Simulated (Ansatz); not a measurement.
## Twisted graphene double bilayer, 38.21° (56 atoms): geometry optimisation

How does twisted graphene double bilayer, 38.21° (56 atoms) relax, and what do bonds, charges and levels look like afterwards?

Calculated with Ansatz 0.2.0; Kohn-Sham DFT, PBE+D4, PAW (set soft_2), plane waves.

This is a report of a sequence of runs, with most program output left out.

## Step 1: The structure

The cell holds 56 atoms: 56 C. Cell: a = 6.508 Å, b = 6.509 Å, c = 24.180 Å, α = 90.0°, β = 90.0°, γ = 120.0°. It derives from C (graphene). Graphene (a = 2.46 Å) under graphene (a = 2.46 Å), double bilayer, commensurate cell of 7 unit cells a layer, twist 38.21 deg; facing planes 3.33, 3.52, 3.33 Å apart as built; 14 Å of vacuum; minimised with a classical potential. Regions: layer 1, 14 atoms (14 C); layer 2, 14 atoms (14 C); layer 3, 14 atoms (14 C); layer 4, 14 atoms (14 C). Vacuum lies along c.

Limits known from the start: The cell is under 6 Å thick along two periodic directions, so every atom has periodic images of itself close by, which move with it and show among its neighbours and in g(r).

## Step 2: Single point at the start

The forces at the start show how far the geometry lies from a minimum of this functional.

Contents of input.yaml:

```yaml
crystal:
  lattice:
    - [6.5085, 0.0, 0.0]
    - [-3.25425, 5.63653, 0.0]
    - [0.0, 0.0, 24.18]
  atoms:
    - { symbol: C, position: [0.19048, 0.2381, 0.29087] }
    - { symbol: C, position: [0.2381, 0.04762, 0.29084] }
    - { symbol: C, position: [0.33333, 0.66667, 0.29087] }
    - { symbol: C, position: [0.38095, 0.47619, 0.29084] }
    - { symbol: C, position: [0.47619, 0.09524, 0.29087] }
    - { symbol: C, position: [0.52381, 0.90476, 0.29084] }
    - { symbol: C, position: [0.61905, 0.52381, 0.29087] }
    - { symbol: C, position: [0.66667, 0.33333, 0.29084] }
[... 44 atom lines left out ...]
    - { symbol: C, position: [0.5238, 0.61904, 0.70916] }
    - { symbol: C, position: [0.57142, 0.85714, 0.70913] }
    - { symbol: C, position: [0.66666, 0.33333, 0.70916] }
    - { symbol: C, position: [0.71428, 0.57142, 0.70913] }
kpoints:
  mp_grid: { grid: [3, 3, 1] }
hamiltonian:
  xc: pbe
  dispersion: d4
scf:
  occupations: { method: gaussian, width: 0.025 }
output:
  forces: true
  populations: true
  dos:
    method: { smearing: { sigma: 0.08 } }
    de: 0.1
    projected:
      site_lists:
        C: [C]
        layer_1: [0, 1, 2, 3, 4, 5, 6, 7, 8, 9, 10, 11, 12, 13]
        layer_2: [14, 15, 16, 17, 18, 19, 20, 21, 22, 23, 24, 25, 26, 27]
        layer_3: [28, 29, 30, 31, 32, 33, 34, 35, 36, 37, 38, 39, 40, 41]
        layer_4: [42, 43, 44, 45, 46, 47, 48, 49, 50, 51, 52, 53, 54, 55]
  eigenvalues: true
```

Run with:

```bash
$ ansatz run input.yaml --threads 4 --pin off --max-ram 8192MiB --backend cpu --events-out ev --progress --plain --runs-dir out
```

Elapsed: 38 s, on 4 threads of Arm Neoverse V2, shared host; peak memory 3 GiB.

The program notes that the atoms just miss a symmetry operation.

Numbers from this run:

- free energy: -14060.5080 eV
- free energy per atom: -251.0805 eV/atom
- SCF cycles: 11
- r.m.s. force component: 0.02583 eV/Å
- longest force: 0.07316 eV/Å
- Fermi energy: 2.006 eV
- levels partly filled by over 2 per cent: 4
- spilling of the projection: 0.009211

The r.m.s. force component of 0.026 eV/Å sets the starting point.

Length of the force by element:

```
element  coordination  atoms  mean length of the force (eV/Å)  spread  least    most
      C           all     56                           0.0397  0.0207  0.015  0.0732
```

## Step 3: Relaxation

The atoms are relaxed in the fixed cell, aiming at the force tolerance of the input.

input.yaml, the sections that differ from step 2:

```yaml
output:
  forces: true
relax:
  f_tol: 0.05
  max_steps: 155
# crystal, kpoints, hamiltonian, scf: as in step 2
```

Wall time 67 s (4 threads); peak memory 2.8 GiB.

Step by step:

| step | energy less that of the first step (eV) | largest force component (eV/Å) |
| --- | --- | --- |
| 1 | 0.0000 | 0.0731 |
| 2 | 0.2816 | 0.1253 |
| 3 | -0.0273 | 0.0263 |

Relaxation step 2 was tried and not accepted.

The atoms that moved most (Å):

```csv
atom,dx,dy,dz,length
C49,0.000,0.000,-0.054,0.054
C51,0.000,0.000,-0.054,0.054
C55,0.000,0.000,-0.054,0.054
C53,0.000,0.000,-0.054,0.054
C47,0.000,0.000,-0.054,0.054
C43,0.000,0.000,-0.054,0.054
C45,0.000,0.000,-0.054,0.054
C2,0.000,0.000,0.054,0.054
```

The relaxation changed the energy by -0.488 meV/atom, and atoms moved by 0.045 Å r.m.s., 0.054 Å at most.

## Step 4: Distances and neighbours after relaxation

Bonds before and after, by the cutoffs listed below:

| pair | bonds before | bonds after | mean before (Å) | mean after (Å) | spread before (Å) | spread after (Å) |
| --- | --- | --- | --- | --- | --- | --- |
| C-C | 84 | 84 | 1.420 | 1.420 | 0.000 | 0.000 |

Normalised to the volume that the atoms fill. Pair distribution function in bins of 0.1 Å:

```
r (Å)  total
 1.35   0.00
 1.45   9.25
 1.55   0.00
 1.65   0.00
 1.75   0.00
 1.85   0.00
 1.95   0.00
 2.05   0.00
 2.15   0.00
 2.25   0.00
 2.35   0.00
 2.45   6.13
 2.55   0.00
 2.65   0.00
 2.75   0.00
 2.85   2.35
 2.95   0.00
 3.05   0.00
 3.15   0.00
 3.25   0.29
 3.35   0.00
 3.45   0.19
 3.55   2.31
 3.65   0.15
 3.75   2.93
 3.85   0.09
 3.95   0.35
 4.05   0.28
 4.15   1.18
 4.25   2.21
 4.35   1.61
 4.45   0.27
 4.55   0.19
 4.65   0.00
 4.75   0.24
 4.85   0.12
 4.95   3.99
 5.05   0.29
 5.15   1.58
 5.25   0.00
 5.35   0.74
 5.45   0.23
 5.55   0.20
 5.65   0.58
```

Bonds by pair of elements; cutoffs follow the first minimum of g(r), held within bounds set by covalent radii, and pairs that aren't listed don't count as bonded:

```csv
pair A-B,cutoff (Å),bonds,mean length (Å),spread (Å),shortest (Å),B about A,A about B
C-C,1.82,84,1.42,0,1.42,3,3
```

How many atoms have how many bonded neighbours:

```
element  mean   3
      C     3  56
```

Bond angles, per cent of each kind in bins of 5°:

```csv
angle (°),C-C-C
115–120,72.0
120–125,28.0
```

Bond angles (no mean is given where the spread exceeds 20°):

| angle | count | mean (°) | spread (°) |
| --- | --- | --- | --- |
| C-C-C | 168 | 120 | 0 |

With the cutoffs above, all C atoms have 3 bonded neighbours.

## Step 5: Single point at the relaxed geometry

The electronic structure is read at the final geometry, in a run of its own.

Contents of input.yaml:

```yaml
crystal:
  lattice:
    - [6.5085, 0.0, 0.0]
    - [-3.25425, 5.63653, 0.0]
    - [0.0, 0.0, 24.18]
  atoms:
    - { symbol: C, position: [0.19047, 0.2381, 0.29296] }
    - { symbol: C, position: [0.23809, 0.04762, 0.29308] }
    - { symbol: C, position: [0.33332, 0.66667, 0.29296] }
    - { symbol: C, position: [0.38094, 0.47619, 0.29308] }
    [... 46 atom lines left out ...]
    - { symbol: C, position: [0.80951, 0.04761, 0.70692] }
    - { symbol: C, position: [0.85713, 0.2857, 0.70704] }
    - { symbol: C, position: [0.52379, 0.61903, 0.70692] }
    - { symbol: C, position: [0.57141, 0.85713, 0.70704] }
    - { symbol: C, position: [0.66665, 0.33332, 0.70692] }
    - { symbol: C, position: [0.71427, 0.57141, 0.70704] }
kpoints:
  mp_grid: { grid: [3, 3, 1] }
hamiltonian:
  xc: pbe
  dispersion: d4
scf:
  occupations: { method: gaussian, width: 0.025 }
output:
  forces: true
  populations: intrinsic
  dos:
    method: { smearing: { sigma: 0.15 } }
    de: 0.1
    projected:
      site_lists:
        C: [C]
        layer_1: [0, 1, 2, 3, 4, 5, 6, 7, 8, 9, 10, 11, 12, 13]
        layer_2: [14, 15, 16, 17, 18, 19, 20, 21, 22, 23, 24, 25, 26, 27]
        layer_3: [28, 29, 30, 31, 32, 33, 34, 35, 36, 37, 38, 39, 40, 41]
        layer_4: [42, 43, 44, 45, 46, 47, 48, 49, 50, 51, 52, 53, 54, 55]
  eigenvalues: true
  write_density: true
  write_potential: true
  volumetric_format: npy
  elf: true
```

The job ended after 40 s (4 threads; peak memory 3 GiB).

The program notes that the exchange-correlation potential is rough where the density is thin.

Numbers from this run:

| Quantity | Value |
| --- | --- |
| free energy | -14060.5354 eV |
| free energy per atom | -251.0810 eV/atom |
| SCF cycles | 11 |
| r.m.s. force component | 0.01309 eV/Å |
| longest force | 0.03074 eV/Å |
| Fermi energy | 2.001 eV |
| levels partly filled by over 2 per cent | 4 |
| potential in mid-vacuum, over the Fermi level | 4.264 eV |
| potential 4.5 Å over the upper face | 4.264 eV |
| potential 4.5 Å under the lower face | 4.266 eV |

Intrinsic-atomic-orbital charges by element:

```
element  coordination  atoms  mean charge (e)  spread    least    most
      C           all     56                0  0.0017  -0.0027  0.0019
```

By region:

| region | atoms | mean length of the force (eV/Å) | net charge (e) |
| --- | --- | --- | --- |
| layer 1 | 14 | 0.02 | 0.01 |
| layer 2 | 14 | 0.025 | -0.01 |
| layer 3 | 14 | 0.024 | -0.01 |
| layer 4 | 14 | 0.02 | 0.01 |

States in the cell by windows of 1 eV, zero at the Fermi level; the larger projections on atomic orbitals stand beside the total:

```
from (eV)  to (eV)  total   C p  layer 4  layer 1  layer 2  layer 3  C s
      -14      -13    3.3   1.5      0.8      0.8      0.9      0.9  1.8
      -13      -12   15.7  10.2      3.9      3.9      3.8      3.8  5.3
      -12      -11    6.7   4.5      1.7      1.7      1.6      1.6  2.2
      -11      -10    8.6   6.5      2.1      2.1      2.2      2.2  2.1
      -10       -9   13.4  10.8      3.4      3.4      3.3      3.3  2.5
       -9       -8    9.8   8.3      2.3      2.3      2.5      2.5  1.3
       -8       -7   17.9  16.2      4.6      4.6      4.3      4.3  1.4
       -7       -6   25.7  24.1      6.3      6.3      6.4      6.4  1.3
       -6       -5   19.2  18.9      4.6      4.6      4.9      4.9  0.2
       -5       -4   18.0  17.6      4.8      4.8      4.2      4.2  0.4
       -4       -3   15.3  15.2      3.5      3.5      4.1      4.1  0.0
       -3       -2   11.4  11.3      3.0      3.0      2.7      2.7  0.0
       -2       -1    6.3   6.3      1.5      1.5      1.6      1.6  0.0
       -1        0    2.0   2.0      0.5      0.5      0.5      0.5  0.0
        0        1    1.6   1.6      0.4      0.4      0.4      0.4  0.0
        1        2    8.0   7.7      2.0      2.0      1.9      1.9  0.0
        2        3   13.3  12.8      3.1      3.1      3.3      3.3  0.0
        3        4    4.0   2.7      0.7      0.7      0.6      0.6  0.0
        4        5    9.7   6.5      1.7      1.7      1.6      1.6  0.0
```

Between -20 and -14 eV lie 51 more states.

The levels nearest the highest filled one (over half full), pooled over k-points and spins:

```csv
level less the highest filled one (eV),occupation
-1.33,2
-1.33,2
-0.367,2
-0.365,2
0,1.03
0,1.03
0.0014,0.967
0.0014,0.967
0.391,0
0.393,0
1.31,0
1.31,0
```

Planar average of the electrostatic potential energy along the normal, with the Fermi level as zero, after a running mean with a triangular window 4 Å wide at its base:

| height (Å) | potential energy (eV) |
| --- | --- |
| 0.0 | 4.26 |
| 0.7 | 4.26 |
| 1.3 | 4.26 |
| 2.1 | 4.26 |
| 2.7 | 4.26 |
| 3.4 | 4.26 |
| 4.2 | 4.18 |
| 4.8 | 3.60 |
| 5.5 | 0.03 |
| 6.1 | -4.24 |
| 6.9 | -8.68 |
| 7.6 | -7.34 |
| 8.2 | -4.16 |
| 9.0 | -3.33 |
| 9.6 | -5.66 |
| 10.3 | -9.00 |
| 11.0 | -6.37 |
| 11.6 | -3.04 |
| 12.4 | -2.54 |
| 13.0 | -5.44 |
| 13.7 | -8.98 |
| 14.5 | -6.52 |
| 15.1 | -3.67 |
| 15.8 | -3.65 |
| 16.4 | -6.49 |
| 17.2 | -9.00 |
| 17.9 | -5.30 |
| 18.5 | -1.01 |
| 19.3 | 3.19 |
| 19.9 | 4.12 |
| 20.6 | 4.25 |
| 21.3 | 4.26 |
| 21.9 | 4.26 |
| 22.7 | 4.26 |
| 23.3 | 4.26 |
| 24.0 | 4.26 |

Valence density in the ca plane at fractional y = 0.048, with atoms of C within 0.2 Å of it. It is the smooth field of the valence electrons, not physical close to the nuclei.

Values in e/Å³, 9 rows by 16 columns, each cell a mean:
```
0.4 0.6 0.1 0.3 1.2 0.2 0.1 0.6 0.4 0.1 0.7 1.3 0.1 0.0 0.0 0.0
0.6 1.2 0.1 0.1 0.5 0.1 0.1 1.2 1.0 0.1 0.7 1.4 0.1 0.0 0.0 0.0
0.3 0.5 0.1 0.2 1.1 0.2 0.1 1.2 0.9 0.1 0.4 0.8 0.1 0.0 0.0 0.0
0.4 0.7 0.1 0.3 1.2 0.2 0.1 1.2 0.9 0.1 0.1 0.2 0.0 0.0 0.0 0.0
0.7 1.4 0.1 0.1 0.3 0.1 0.1 0.8 0.6 0.1 0.4 0.8 0.1 0.0 0.0 0.0
0.7 1.3 0.1 0.1 0.6 0.1 0.0 0.4 0.3 0.0 0.6 1.2 0.1 0.0 0.0 0.0
0.8 1.4 0.1 0.4 1.6 0.3 0.1 0.9 0.7 0.1 0.3 0.5 0.1 0.0 0.0 0.0
0.5 0.9 0.1 0.3 1.6 0.3 0.1 0.8 0.6 0.1 0.4 0.8 0.1 0.0 0.0 0.0
0.1 0.2 0.0 0.3 1.6 0.3 0.0 0.2 0.2 0.0 0.7 1.4 0.1 0.0 0.0 0.0
```
Columns run along c (16.0 Å, from fractional 0.25 to 0.91 of the cell), rows up along a (6.5 Å). Atoms in or near the plane, at fractional coordinates: C at (0.29, 0.24), C at (0.43, 0.24), C at (0.57, 0.81), C at (0.71, 0.81).

ELF in the ca plane at fractional y = 0.048, with atoms of C within 0.2 Å of it. It is the smooth field of the valence electrons, not physical close to the nuclei.

Values, 9 rows by 16 columns, each cell a mean:
```
0.41 0.52 0.12 0.41 0.75 0.40 0.09 0.44 0.40 0.08 0.67 0.79 0.34 0.02 0.00 0.00
0.67 0.78 0.23 0.18 0.42 0.17 0.20 0.45 0.50 0.14 0.53 0.41 0.37 0.02 0.00 0.00
0.33 0.42 0.10 0.36 0.64 0.34 0.19 0.77 0.73 0.11 0.42 0.50 0.21 0.01 0.00 0.00
0.45 0.57 0.13 0.42 0.79 0.39 0.19 0.57 0.59 0.11 0.09 0.14 0.04 0.00 0.00 0.00
0.63 0.62 0.25 0.09 0.21 0.08 0.14 0.66 0.60 0.08 0.47 0.62 0.21 0.01 0.00 0.00
0.68 0.76 0.24 0.19 0.40 0.19 0.06 0.36 0.31 0.06 0.62 0.75 0.31 0.02 0.00 0.00
0.57 0.46 0.25 0.45 0.36 0.44 0.15 0.67 0.63 0.08 0.29 0.41 0.12 0.01 0.00 0.00
0.49 0.52 0.17 0.48 0.76 0.46 0.13 0.67 0.61 0.08 0.48 0.64 0.22 0.01 0.00 0.00
0.11 0.15 0.03 0.47 0.55 0.46 0.03 0.14 0.12 0.06 0.59 0.58 0.36 0.02 0.00 0.00
```
Columns run along c (16.0 Å, from fractional 0.25 to 0.91 of the cell), rows up along a (6.5 Å). Atoms in or near the plane, at fractional coordinates: C at (0.29, 0.24), C at (0.43, 0.24), C at (0.57, 0.81), C at (0.71, 0.81).

Intrinsic-atomic-orbital charges run from -0.00 to +0.00 e. Within 0.4 eV of the Fermi level the largest share is C p (100 % of the projected weight). The potential stands 4.26 eV above the Fermi level over the upper face and 4.27 eV under the lower one, a reading of the work function, with no dipole correction.

A closer look about C42, picked at random: 10 atoms, nearest first, numbered in the order of the input, with positions taken from that point.

```
atom      x      y     z  distance (Å)  bonds  intrinsic-atomic-orbital charge (e)
 C42   0.00   0.00  0.00          0.00      3                                 0.00
 C33   0.93   1.07  0.00          1.42      3                                 0.00
 C41   0.46  -1.34  0.00          1.42      3                                 0.00
 C39  -1.39   0.27  0.00          1.42      3                                 0.00
 C36   2.32   0.81  0.00          2.46      3                                 0.00
 C38   1.86  -1.61  0.00          2.46      3                                 0.00
 C30  -0.46  -2.42  0.00          2.46      3                                 0.00
 C40  -1.86   1.61  0.00          2.46      3                                 0.00
 C34   0.46   2.42  0.00          2.46      3                                 0.00
 C32  -2.32  -0.81  0.00          2.46      3                                 0.00
```

The column of bonds counts only the pairs C-C within 1.82 Å; other neighbours, such as metal atoms beside each other in a compound, aren't counted, and periodic images can show an atom twice.

## Step 6: Summary of results

| Property | Result |
| --- | --- |
| energy change in the relaxation | -0.488 meV/atom |
| r.m.s. displacement | 0.045 Å |
| largest displacement | 0.054 Å |
| free energy per atom | -251.0810 eV/atom |
| r.m.s. force component | 0.01309 eV/Å |
| potential in mid-vacuum, over the Fermi level | 4.264 eV |
| wall time of the 3 DFT runs | 2.4 min |

Relaxation lowers the energy by 0.488 meV/atom and moves atoms by 0.045 Å r.m.s.; the r.m.s. force component goes from 0.026 to 0.013 eV/Å. By the final cutoffs no bond was broken or made. From the first step to the last the energy fell by 0.027 eV, and the largest move was 0.05 Å (C43, with 13 other atoms within 2 % of it). With the cutoffs above, all C atoms have 3 bonded neighbours. No gap is quoted, since levels at the Fermi energy are partly filled. The potential stands 4.26 eV above the Fermi level over the upper face and 4.27 eV under the lower one, a reading of the work function, with no dipole correction.

[Logs are printed without paths, hosts, clocks, repeated set-up lines and the standing remarks that a program may print on its own settings, such as how far it seeks lower states.]

[Hosts, paths, dates, database ids (printed as entryN), source tags and the programs' standing remarks are cut or masked in the printed files.]
